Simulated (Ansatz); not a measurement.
# Direct or indirect: NaHgF3 (Pm-3m)

```cif
data_structure
_symmetry_space_group_name_H-M 'Pm-3m'
_symmetry_Int_Tables_number 221
_cell_length_a 4.5606
_cell_length_b 4.5606
_cell_length_c 4.5606
_cell_angle_alpha 90.000
_cell_angle_beta 90.000
_cell_angle_gamma 90.000
_cell_volume 94.86
loop_
_atom_site_label
_atom_site_type_symbol
_atom_site_symmetry_multiplicity
_atom_site_Wyckoff_symbol
_atom_site_fract_x
_atom_site_fract_y
_atom_site_fract_z
_atom_site_occupancy
Hg1 Hg 1 b 0.50000 0.50000 0.50000 1
Na1 Na 1 a 0.00000 0.00000 0.00000 1
F1 F 3 c 0.50000 0.50000 0.00000 1
```

Method: Ansatz, PBE, independent particles, without spin-orbit coupling, line width 0.1 eV (Gaussian). The band structure gives a fundamental gap of 0.40 eV. The spectrum of vertical transitions near the edge:

| E (eV) | Im ε, E ∥ xyz |
| --- | --- |
| 0.00 | 0.00 |
| 0.18 | 0.00 |
| 0.36 | 0.00 |
| 0.54 | 0.00 |
| 0.72 | 0.00 |
| 0.90 | 0.00 |
| 1.08 | 0.00 |
| 1.26 | 0.00 |
| 1.44 | 0.00 |
| 1.62 | 0.00 |
| 1.80 | 0.00 |
| 1.98 | 0.00 |
| 2.16 | 0.00 |
| 2.34 | 0.00 |
| 2.52 | 0.00 |
| 2.70 | 0.00 |
| 2.88 | 0.24 |
| 3.06 | 0.92 |
| 3.24 | 1.78 |
| 3.42 | 2.71 |
| 3.60 | 3.22 |
| 3.78 | 3.34 |
| 3.96 | 3.43 |
| 4.14 | 3.51 |

(1) Is the gap direct or indirect, and about where do vertical transitions set in?

## Answers

(1) Indirect, by the band path, whose least direct gap is 2.84 eV. The curves fit this: they stay near zero above 0.40 eV and rise only from about 2.8 eV, though a forbidden direct transition would look alike. Lines are broadened by 0.1 eV, which spreads the edge, and phonons, which would give weak absorption from the fundamental gap up, are left out.

Cells made by substitution are models, which may or may not match a known phase.

[Logs are printed without paths, hosts, clocks, repeated set-up lines and the standing remarks that a program may print on its own settings, such as how far it seeks lower states.]
